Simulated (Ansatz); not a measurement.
**LiBe (Pm-3m): phonons and vibrational spectra**

How does LiBe (Pm-3m) vibrate, and is this structure a minimum?

Main program and level: Ansatz 0.2.0; DFT PBEsol, scalar-relativistic, plane waves, norm-conserving pseudopotentials.

## 1. Set-up

It takes space group Pm-3m (No. 221, cubic). Conventional cell: a = 2.811 Å, b = 2.811 Å, c = 2.811 Å, α = 90.00°, β = 90.00°, γ = 90.00°. Nearest to Li lie 8 Be at 2.43 Å. Nearest to Be lie 8 Li at 2.43 Å. Farther neighbours are not listed.

As a file:

```cif
data_structure
_symmetry_space_group_name_H-M 'P 1'
_symmetry_Int_Tables_number 1
_cell_length_a 2.8112
_cell_length_b 2.8112
_cell_length_c 2.8112
_cell_angle_alpha 90.000
_cell_angle_beta 90.000
_cell_angle_gamma 90.000
_cell_volume 22.22
loop_
_atom_site_label
_atom_site_type_symbol
_atom_site_fract_x
_atom_site_fract_y
_atom_site_fract_z
_atom_site_occupancy
Li1 Li 0.00000 0.00000 0.00000 1
Be2 Be 0.50000 0.50000 0.50000 1
```

## 2. Relaxation

Harmonic phonons are second derivatives at a point where the forces vanish, and they are wanted at zero stress, so atoms and cell are relaxed first.

input.yaml reads:

```yaml
crystal:
  lattice:
    - [2.811153, 0.0, 0.0]
    - [0.0, 2.811153, 0.0]
    - [0.0, 0.0, 2.811153]
  atoms:
    - { symbol: Li, position: [0.0, 0.0, 0.0] }
    - { symbol: Be, position: [0.5, 0.5, 0.5] }
kpoints:
  mp_grid: { grid: [14, 14, 14] }
hamiltonian:
  xc: pbesol
  pseudopotentials: { kind: nc }
scf:
  occupations: { method: gaussian, width: 0.1 }
output:
  forces: true
  stress: true
  eigenvalues: true
  write_density: true
  write_potential: true
  elf: true
  volumetric_format: npy
relax:
  adjacent_minimum: "off"
  f_tol: 0.005
  max_steps: 80
  cell: { stress_tol: 0.05 }
```

On the command line:

```sh
$ ansatz run input.yaml --threads 4 --pin off --max-ram 7168MiB --backend cpu --events-out ev --progress --plain --runs-dir out
```

Numbers of over 12 decimals in the logs are rounded to 6 here.

The program printed:

```text
Engine: ansatz 0.2.0, aarch64-unknown-linux-gnu
Pseudopotentials: kind: nc
Pseudopotential: Li, nc, valence charge 3, recommended cutoff 1006.821291 eV (normal), Li.nc.azcp (PseudoDojo's, or run here from an input of PseudoDojo's: the run reads no file of this project's for it)
Pseudopotential: Be, nc, valence charge 4, recommended cutoff 1197.300995 eV (normal), Be.nc.azcp (PseudoDojo's, or run here from an input of PseudoDojo's: the run reads no file of this project's for it)
Functional definition: PBEsol
  exchange = pbesol_x
  correlation = pbesol_c
Crystal: 2 atoms, lattice volume = 22.215 Å³
Basis set: ecut = 1197.300995 eV, 2103 PW (Γ), exchange–correlation on 64×64×64 points (8 copies of the dense FFT grid, shifted against one another)
Bands: 8, of which v1, the nominal top of the filled ones, is band 4 counted from 1 (3 counted from 0)
Symmetry: 48 space group operations
Space group: Pm-3m (ITA 221), of the structure as read, at distance tolerance 2.8e-5 Å
k-points: 120 of 2744
Non-local potential: Li, projectors of the file, l = 0: 2, l = 1: 2
Non-local potential: Be, projectors of the file, l = 0: 2, l = 1: 2
Initial density: superposition of atomic densities (chi_scale 0.1, normalization cell, long waves kept (reshape's long-wave potential 0.00 eV rms))
Initial wavefunctions: pseudopotential atomic-orbital guess
Functional: x = pbesol(κ = 0.804, μ = 0.123457), c = pbesol(β = 0.046)
SCF iter   1: F=—  HF=-571.721378 eV  |F-HF|=—  |Δ(HF+E_count)|=         —  Δρ=2.17e-2  dr2=3.25e-2  ethr=3.10e-3  ⟨swp⟩=5.9  Hψ=8033  notcnv=0
preconditioner: auto → none  [metal: Δε(μ)=0.074 eV  Ē_g=10.469 eV  σ=0.100 eV  W_gap=0.36  n_scr=6 (ndim 8)  ℏωp=13.6 eV  f_vac=0.000  D(μ)=0.97/eV (n_scr^D=6)  sad-step TF]
SCF iter   2: F=—  HF=-571.714567 eV  |F-HF|=—  |Δ(HF+E_count)|=   6.81e-3  Δρ=1.12e-2  dr2=1.24e-2  ethr=4.65e-4  ⟨swp⟩=1.3  Hψ=1960  notcnv=0
SCF iter   3: F=—  HF=-571.709790 eV  |F-HF|=—  |Δ(HF+E_count)|=   4.78e-3  Δρ=1.38e-3  dr2=3.91e-5  ethr=1.77e-4  ⟨swp⟩=2.1  Hψ=1484  notcnv=0  defer=1
SCF iter   4: F=—  HF=-571.709830 eV  |F-HF|=—  |Δ(HF+E_count)|=   3.95e-5  Δρ=6.27e-5  dr2=1.34e-7  ethr=5.59e-7  ⟨swp⟩=1.9  Hψ=1243  notcnv=0  defer=1
SCF iter   5: F=-571.709830 eV  HF=-571.709830 eV  |F-HF|=2.50e-11  |Δ(HF+E_count)|=   1.51e-8  Δρ=3.11e-6  dr2=8.62e-10  ethr=1.43e-9  ⟨swp⟩=10.1  Hψ=5859  notcnv=0
SCF 1 converged in 5 iterations: F = -571.709830 eV  dr2 = 8.62e-10
relax step   1: F+E_penalty+E_count = -571.70982960 eV  Δ(F+E_penalty+E_count) = +0.000e0 eV  max|allowed force component| = 3.681e-29 eV/Å  Δτ_max = 0.0000 Å  P = -0.182 GPa  Ω = 22.215 Å³  (5 SCF iters, dr2 threshold 1.00e-7 eV, accepted)
Crystal: 2 atoms, lattice volume = 22.157 Å³
Initial density: handed on by an earlier stage of this run
Initial wavefunctions: those handed on with the density
iter 1 solved again at ethr=1.13e-8 eV; its pass at ethr=3.10e-3 eV (dr2=7.89e-7 eV) is discarded
SCF iter   1: F=—  HF=-571.709858 eV  |F-HF|=—  |Δ(HF+E_count)|=         —  Δρ=6.51e-5  dr2=7.63e-7  ethr=1.13e-8  ⟨swp⟩=2.0  Hψ=8966  notcnv=0
preconditioner: auto → none  [metal: Δε(μ)=0.073 eV  Ē_g=10.482 eV  σ=0.100 eV  W_gap=0.37  n_scr=6 (ndim 8)  ℏωp=13.7 eV  f_vac=0.000  D(μ)=0.98/eV (n_scr^D=6)]
SCF iter   2: F=—  HF=-571.709880 eV  |F-HF|=—  |Δ(HF+E_count)|=   2.15e-5  Δρ=3.03e-5  dr2=1.35e-7  ethr=1.09e-8  ⟨swp⟩=2.0  Hψ=1135  notcnv=0
SCF iter   3: F=-571.709880 eV  HF=-571.709880 eV  |F-HF|=7.67e-11  |Δ(HF+E_count)|=   4.04e-8  Δρ=3.32e-6  dr2=5.46e-10  ethr=1.18e-9  ⟨swp⟩=7.8  Hψ=4844  notcnv=0
SCF 2 converged in 3 iterations: F = -571.709880 eV  dr2 = 5.46e-10
relax step   2: F+E_penalty+E_count = -571.70987990 eV  Δ(F+E_penalty+E_count) = -5.030e-5 eV  max|allowed force component| = 2.524e-29 eV/Å  Δτ_max = 0.0000 Å  P = -0.051 GPa  Ω = 22.157 Å³  energy of the carried Pulay correction = +7.611e-6 eV  (3 SCF iters, dr2 threshold 8.28e-8 eV, accepted)
Crystal: 2 atoms, lattice volume = 22.134 Å³
iter 1 solved again at ethr=1.64e-9 eV; its pass at ethr=3.10e-3 eV (dr2=1.15e-7 eV) is discarded
SCF iter   1: F=—  HF=-571.709865 eV  |F-HF|=—  |Δ(HF+E_count)|=         —  Δρ=2.70e-5  dr2=1.11e-7  ethr=1.64e-9  ⟨swp⟩=2.0  Hψ=8966  notcnv=0
preconditioner: auto → none  [metal: Δε(μ)=0.073 eV  Ē_g=10.489 eV  σ=0.100 eV  W_gap=0.37  n_scr=6 (ndim 8)  ℏωp=13.7 eV  f_vac=0.000  D(μ)=0.98/eV (n_scr^D=6)]
SCF iter   2: F=—  HF=-571.709887 eV  |F-HF|=—  |Δ(HF+E_count)|=   2.15e-5  Δρ=1.26e-5  dr2=2.19e-8  ethr=1.59e-9  ⟨swp⟩=2.0  Hψ=1369  notcnv=0
SCF iter   3: F=-571.709887 eV  HF=-571.709887 eV  |F-HF|=5.54e-11  |Δ(HF+E_count)|=   5.97e-9  Δρ=1.32e-6  dr2=1.70e-10  ethr=9.42e-11  ⟨swp⟩=6.7  Hψ=3380  notcnv=0
SCF 3 converged in 3 iterations: F = -571.709887 eV  dr2 = 1.70e-10
relax step   3: F+E_penalty+E_count = -571.70988655 eV  Δ(F+E_penalty+E_count) = -6.653e-6 eV  max|allowed force component| = 3.168e-30 eV/Å  Δτ_max = 0.0000 Å  P = +0.000 GPa  Ω = 22.134 Å³  energy of the carried Pulay correction = +1.060e-5 eV  (3 SCF iters, dr2 threshold 6.59e-9 eV, accepted)
Initial wavefunctions: pseudopotential atomic-orbital guess (no wavefunctions were taken with the density)
iter 1 solved again at ethr=2.33e-9 eV; its pass at ethr=3.10e-3 eV (dr2=1.63e-7 eV) is discarded
SCF iter   1: F=—  HF=-571.709855 eV  |F-HF|=—  |Δ(HF+E_count)|=         —  Δρ=5.80e-6  dr2=1.15e-9  ethr=2.33e-9  ⟨swp⟩=3.9  Hψ=11309  notcnv=0
SCF iter   2: F=—  HF=-571.709877 eV  |F-HF|=—  |Δ(HF+E_count)|=   2.17e-5  Δρ=2.36e-6  dr2=6.08e-11  ethr=1.64e-11  ⟨swp⟩=2.7  Hψ=1476  notcnv=0
SCF iter   3: F=-571.709877 eV  HF=-571.709877 eV  |F-HF|=1.51e-11  |Δ(HF+E_count)|=  3.50e-11  Δρ=1.26e-6  dr2=1.56e-11  ethr=1.00e-12  ⟨swp⟩=5.9  Hψ=4340  notcnv=0
SCF 4 converged in 3 iterations: F = -571.709877 eV  dr2 = 1.56e-11
relax step   4: F+E_penalty+E_count = -571.70987670 eV  Δ(F+E_penalty+E_count) = +9.851e-6 eV  max|allowed force component| = 3.197e-30 eV/Å  Δτ_max = 0.0000 Å  P = -0.001 GPa  Ω = 22.134 Å³  stress off target by 1.37e-3 GPa  SCF on the basis re-selected at this cell (its energy is not comparable with the rows above)  (3 SCF iters)
basis re-selected at this cell: Δ(F+E_penalty+E_count) = +9.851e-6 eV, ΔP = -0.002 GPa vs the last step (what re-selecting the basis moved, of the pressure what is left beyond the Pulay correction that the steps carried, after the strain that the cell walked since its last selection, with what the two solves' SCF thresholds leave and, on support functions, any second-order correction that the steps lacked; it is no m [...]
SCF converged after 3 iterations
Free energy (F): -571.709877 eV
Harris-Foulkes:  -571.709877 eV  (|F-HF|=1.51e-11)
Internal energy: -571.704994 eV  (E = F + TS)
E sigma→0 (E₀):  -571.707435 eV
Entropy (-TS):   -0.004883 eV (-2.442 meV/atom)
Fermi energy:    3.760643 eV
--- Per-component energies (eV) ---
  E_band       = -267.780765
  E_kinetic    = 377.184130
  E_local      = -313.187336  (includes V_loc(G=0)·N_el)
  E_nonlocal   = -400.820305
  E_hartree    = 104.972297
  E_xc         = -108.607851
  E_vxc        = -140.901841  (∫ρ·V_xc dr)
  E_ewald      = -231.245929
  E_smearing   = -0.004883  (= −TS)
  E_closure    = -0.000000  (closes the sum)
  Σ components = -571.709877   (vs F -571.709877, Δ=0.00e0)
--- Forces (eV/Å), atoms counted from 1 ---
  atom   1  Li    -0.00000000    -0.00000000     0.00000000
  atom   2  Be     0.00000000     0.00000000    -0.00000000
  max |Σ_I F_I| component: 6.23e-30 eV/Å
--- Stress (GPa, compression-positive) ---
       -0.001374       0.000000      -0.000000
        0.000000      -0.001374       0.000000
       -0.000000       0.000000      -0.001374
  P = ⅓ Tr σ = -0.0014 GPa (-0.014 kbar)
--- Band table (eV; the first three rows and the last of 120) ---
  k-point 0: bands = ["-95.6041", "-40.2285", "-2.6639", "10.0326", "10.0326", "10.0326", "14.5677", "14.5677"]
  k-point 1: bands = ["-95.6041", "-40.2275", "-2.5989", "9.2214", "10.1166", "10.1166", "14.6640", "15.5055"]
  k-point 2: bands = ["-95.6041", "-40.2246", "-2.4035", "7.6775", "10.3662", "10.3662", "14.9527", "17.3602"]
  k-point 119: bands = ["-95.6030", "-40.1700", "6.2504", "6.2504", "6.2504", "8.8114", "8.8114", "8.8114"]
--- Relaxed structure (3 steps of the walk, 3 accepted, 1 SCFs on fresh bases) ---
  F+E_penalty+E_count = -571.70987670 eV   max|allowed force component| = 3.197e-30 eV/Å   (the final SCF, on the basis selected at the relaxed cell)
  cell:  # Å, volume = 22.1339 Å³
    - [2.807713, 0, 0.0]
    - [0, 2.807713, 0]
    - [0.0, 0, 2.807713]
  atoms:
    - { symbol: Li, position: [0, 0, 0] }
    - { symbol: Be, position: [0.5, 0.5, 0.5] }
```

Elapsed: 9.3 s, on 4 threads of Arm Neoverse N1, shared host; peak memory 0.38 GiB.

Relaxation path:

```csv
step,energy less that of the first step (eV),largest force component (eV/Å),pressure (GPa),volume (Å³)
1,0.0000,0.0000,-0.18,22.22
2,0.0000,0.0000,-0.05,22.16
3,-0.0001,0.0000,0.00,22.13
4*,0.0000,0.0000,0.00,22.13
```

Relaxation steps marked * repeat the geometry before them on a plane-wave basis chosen anew for their cell, so energy and pressure can jump there.

Forces are held to the 48 operations that the run works with; a distortion that breaks them can't arise in this run.

```
conventional cell, symmetrised  before  after  change
                         a (Å)   2.811  2.808  -0.1 %
                         b (Å)   2.811  2.808  -0.1 %
                         c (Å)   2.811  2.808  -0.1 %
              volume (Å³/atom)   11.11  11.07  -0.4 %
```

Final coordinates:

```
Li Be
1.0
     2.80771    0.00000    0.00000
     0.00000    2.80771    0.00000
     0.00000    0.00000    2.80771
Li Be
1 1
Cartesian
  0.0000 0.0000 0.0000
  1.4039 1.4039 1.4039
```

This step gave:

* pressure: -0.001374 GPa
* volume per atom: 11.07 Å³
* gap on the k-mesh: 0 eV

Valence density in the ac plane at fractional y = 0.500, with atoms of Be within 0.2 Å of it. It is the smooth field of the valence electrons, not physical close to the nuclei.

Values in e/Å³, 15 rows by 15 columns:
```
 0  0  0  0  0  0  0  0  0  0  0  0  0  0  0
 0  0  0  0  0  0  0  0  0  0  0  0  0  0  0
 0  0  0  0  0  0  0  0  0  0  0  0  0  0  0
 0  0  0  0  0  0  0  0  0  0  0  0  0  0  0
 0  0  0  0  0  0  0  1  1  0  0  0  0  0  0
 0  0  0  0  0  0  1  5  5  1  0  0  0  0  0
 0  0  0  0  0  1  5 19 19  5  1  0  0  0  0
 0  0  0  0  0  1  5 19 19  5  1  0  0  0  0
 0  0  0  0  0  0  1  5  5  1  0  0  0  0  0
 0  0  0  0  0  0  0  1  1  0  0  0  0  0  0
 0  0  0  0  0  0  0  0  0  0  0  0  0  0  0
 0  0  0  0  0  0  0  0  0  0  0  0  0  0  0
 0  0  0  0  0  0  0  0  0  0  0  0  0  0  0
 0  0  0  0  0  0  0  0  0  0  0  0  0  0  0
 0  0  0  0  0  0  0  0  0  0  0  0  0  0  0
```
Columns run along a (2.8 Å), rows up along c (2.8 Å). Atoms in or near the plane, at fractional coordinates: Be at (0.50, 0.50).

ELF in the ac plane at fractional y = 0.500, with atoms of Be within 0.2 Å of it. It is the smooth field of the valence electrons, not physical close to the nuclei.

Ten even steps from '_' (0.0) to '@' (1.0):
```
======++**############**++====
====++******########******++==
++++********++====++********++
********++--..____..--++******
**##****--____________--****##
######++..__==@@@@==__..++####
######==____@@@@@@@@____==####
######==____@@@@@@@@____==####
######++..__==@@@@==__..++####
**##****--____________--****##
********++--..____..--++******
++++********++====++********++
====++******########******++==
======++**############**++====
======++****########****++====
```
Columns run along a (2.8 Å), rows up along c (2.8 Å). Atoms in or near the plane, at fractional coordinates: Be at (0.50, 0.50).

Electrostatic potential energy in the ac plane at fractional y = 0.500, with atoms of Be within 0.2 Å of it. With pseudopotentials it is smooth inside the atoms' cores, unlike the true potential.

Ten even steps from '_' (-35 eV) to '@' (6 eV):
```
@@@@@@@@@@@@@@@@@@@@@@@@@@@@@@
@@@@@@@@@@@@@@@@@@@@@@@@@@@@@@
@@@@@@@@@@%%%%%%%%%%%%@@@@@@@@
@@@@@@@@%%##********##%%@@@@@@
@@@@@@%%##**==::::==**##%%@@@@
@@@@@@%%**==________==**%%@@@@
@@@@@@%%**::________::**%%@@@@
@@@@@@%%**::________::**%%@@@@
@@@@@@%%**==________==**%%@@@@
@@@@@@%%##**==::::==**##%%@@@@
@@@@@@@@%%##********##%%@@@@@@
@@@@@@@@@@%%%%%%%%%%%%@@@@@@@@
@@@@@@@@@@@@@@@@@@@@@@@@@@@@@@
@@@@@@@@@@@@@@@@@@@@@@@@@@@@@@
@@@@@@@@@@@@@@@@@@@@@@@@@@@@@@
```
Columns run along a (2.8 Å; values clipped at the 3rd and 97th percentile), rows up along c (2.8 Å). Atoms in or near the plane, at fractional coordinates: Be at (0.50, 0.50).

In this step the volume went from 11.11 to 11.07 Å³/atom.

## 3. Tight relaxation

Phonons need a cell at rest on their own settings, so the relaxation is repeated with tight tolerances on forces and stress, using the mesh and the filling of the phonon run that follows.

input.yaml reads:

```yaml
crystal:
  lattice:
    - [2.8077125548, 0.0, 0.0]
    - [0.0, 2.8077125548, 0.0]
    - [0.0, 0.0, 2.8077125548]
  atoms:
    - { symbol: Li, position: [0.0, 0.0, 0.0] }
    - { symbol: Be, position: [0.5, 0.5, 0.5] }
kpoints:
  mp_grid: { grid: [16, 16, 16] }
hamiltonian:
  xc: pbesol
  pseudopotentials: { kind: nc }
scf:
  occupations: { method: methfessel_paxton, width: 0.15 }
output:
  forces: true
  stress: true
  eigenvalues: true
relax:
  adjacent_minimum: "off"
  f_tol: 0.001
  max_steps: 60
  cell: { stress_tol: 0.01 }
```

The program printed:

```text
[...]
Crystal: 2 atoms, lattice volume = 22.134 Å³
Basis set: ecut = 1197.300995 eV, 2103 PW (Γ), exchange–correlation on 64×64×64 points (8 copies of the dense FFT grid, shifted against one another)
Bands: 8, of which v1, the nominal top of the filled ones, is band 4 counted from 1 (3 counted from 0)
Symmetry: 48 space group operations
[...]
k-points: 165 of 4096
[...]
0.000000       0.000000      -0.000991
  P = ⅓ Tr σ = -0.0010 GPa (-0.010 kbar)
--- Band table (eV; the first three rows and the last of 165) ---
[...]
--- Relaxed structure (3 steps of the walk, 3 accepted, 1 SCFs on fresh bases) ---
[...]
cell:  # Å, volume = 22.0813 Å³
    - [2.805488, 0, 0]
    - [0, 2.805488, 0]
    - [0, 0, 2.805488]
  atoms:
    - { symbol: Li, position: [0, 0, 0] }
    - { symbol: Be, position: [0.5, 0.5, 0.5] }
[key lines of the parts left out:]
SCF converged after 4 iterations
Free energy (F): -571.718097 eV
Fermi energy:    3.860107 eV
```

It took 12 s on 4 threads; peak memory 0.41 GiB.

Little changed from the start: no atom moved by 0.005 Å and no cell edge by 0.1 %.

This step gave:

```yaml
pressure: -9.91e-4 GPa
volume_per_atom: 11.04 Å³
```

The forces vanish by symmetry and the pressure is -0.001 GPa, within the tolerances set. The cell now holds 11.04 Å³/atom.

## 4. Zone-centre response

The zone centre comes first: it holds the modes that light can see, as far as symmetry allows. No field response is asked, since the mesh shows no gap.

input.yaml, the sections that differ from step 3:

```yaml
crystal:
  lattice:
    - [2.8054875085, 0.0, 0.0]
    - [0.0, 2.8054875085, 0.0]
    - [0.0, 0.0, 2.8054875085]
  atoms:
    - { symbol: Li, position: [0.0, 0.0, 0.0] }
    - { symbol: Be, position: [0.5, 0.5, 0.5] }
output:
  eigenvalues: true
phonons:
  method: dfpt
# kpoints, hamiltonian, scf: as in step 3
# relax: removed
```

The program printed:

```text
[...]
Crystal: 2 atoms, lattice volume = 22.081 Å³
Basis set: ecut = 1197.300995 eV, 2103 PW (Γ), exchange–correlation on 64×64×64 points (8 copies of the dense FFT grid, shifted against one another)
Bands: 8, of which v1, the nominal top of the filled ones, is band 4 counted from 1 (3 counted from 0)
Symmetry: 48 space group operations
k-points: 405 of 4096 (irreducible under 8 space group operations, time reversal used)
[...]
SCF iter   1: F=—  HF=-571.729318 eV  |F-HF|=—  |Δ(HF+E_count)|=         —  Δρ=2.17e-2  dr2=3.17e-2  ethr=3.10e-3  ⟨swp⟩=5.8  Hψ=26750  notcnv=0
[...]
SCF iter   6: F=-571.718097 eV  HF=-571.718097 eV  |F-HF|=1.82e-12  |Δ(HF+E_count)|=  1.32e-10  S|Δr|=    0.00e0  Δρ=1.22e-7  dr2=3.19e-12  ethr=1.00e-12  ⟨swp⟩=8.0  Hψ=18062  notcnv=0
SCF 1 converged in 6 iterations: F = -571.718097 eV  dr2 = 3.19e-12
DFPT response loops at Γ: preconditioner auto → Kerker (q_TF=auto, 2.253 Å⁻¹) (partly filled bands, converged f_vac=0.000); β = 1.00, the filter's whole step (`scf.mixing.beta` (0.50) is not read by the response loops under this deck's `scf.mixing.preconditioner`; to damp them name `kerker` or `kerker_dos`, under which they read `scf.mixing.beta`, and type it under 1.00, their step now; both keys bind the ground state too); Broyden in place of MSR1
SCF converged after 6 iterations
[...]
Free energy (F): -571.718097 eV
[...]
Internal energy: -571.719159 eV  (E = F + TS)
E sigma→0 (E₀):  -571.718363 eV
Entropy (-TS):   0.001061 eV (0.531 meV/atom)
Fermi energy:    3.860107 eV
[...]
--- Band table (eV; the first three rows and the last of 405) ---
[...]
--- Phonons (Γ-DFPT): 2 representative perturbations + reference, on 405 of 4096 k-points (Σ response iterations 6) ---
  k mesh reduced under 8 symmetry operations, with k and −k counted as one. Each operation leaves every solved perturbation unchanged. A smaller set is not used because it would not reduce the number of displacements times k-points to solve
  ASR residual: 8.061e-5 → 0.000e0 eV/Å²; symmetrization residual: 7.104e-7 eV/Å²
  ASR residual per site (eV/Å²): 9.41e-6 8.06e-5
  Γ frequencies (cm⁻¹): 0.00 0.00 0.00 559.52 559.52 559.52
  non-analytic LO–TO correction: not included (Born effective charges unavailable; polar crystals: no LO–TO splitting at Γ)
```

Wall time 22 s (4 threads); peak memory 0.83 GiB.

This step gave:

```yaml
sum_rule_residual_before_enforcement: 8.06e-5 eV/Å²
point_group: m-3m
highest_optical_mode_at_the_zone_centre_no_lo_to_term: 559.5 cm⁻¹
lowest_optical_zone_centre_mode: 559.5 cm⁻¹
```

Patterns of degenerate modes are one choice out of their space. Modes at Γ, with each element's share of the kinetic energy:

| mode | frequency (cm⁻¹) | symmetry | Li % | Be % |
| --- | --- | --- | --- | --- |
| 1 | 0.0 | acoustic | 44 | 56 |
| 2 | 0.0 | acoustic | 44 | 56 |
| 3 | 0.0 | acoustic | 44 | 56 |
| 4 | 559.5 | T1u | 56 | 44 |
| 5 | 559.5 | T1u | 56 | 44 |
| 6 | 559.5 | T1u | 56 | 44 |

Displacements in mode 4 (559.5 cm⁻¹), the largest set to 1:
```
Li1  0.00  1.00  0.00
Be2  0.00 -0.77  0.00
```

Before it was imposed, the acoustic sum rule was missed by 8.1e-5 eV/Å². Small misses are needed for a sound result but don't prove that mesh and cutoff are converged. The lowest optical mode is real, 560 cm⁻¹.

(Part 1 of 2 ends here.)

[Logs are printed without paths, hosts, clocks, repeated set-up lines and the standing remarks that a program may print on its own settings, such as how far it seeks lower states.]

[Hosts, paths, dates, database ids (printed as entryN), source tags and the programs' standing remarks are cut or masked in the printed files.]
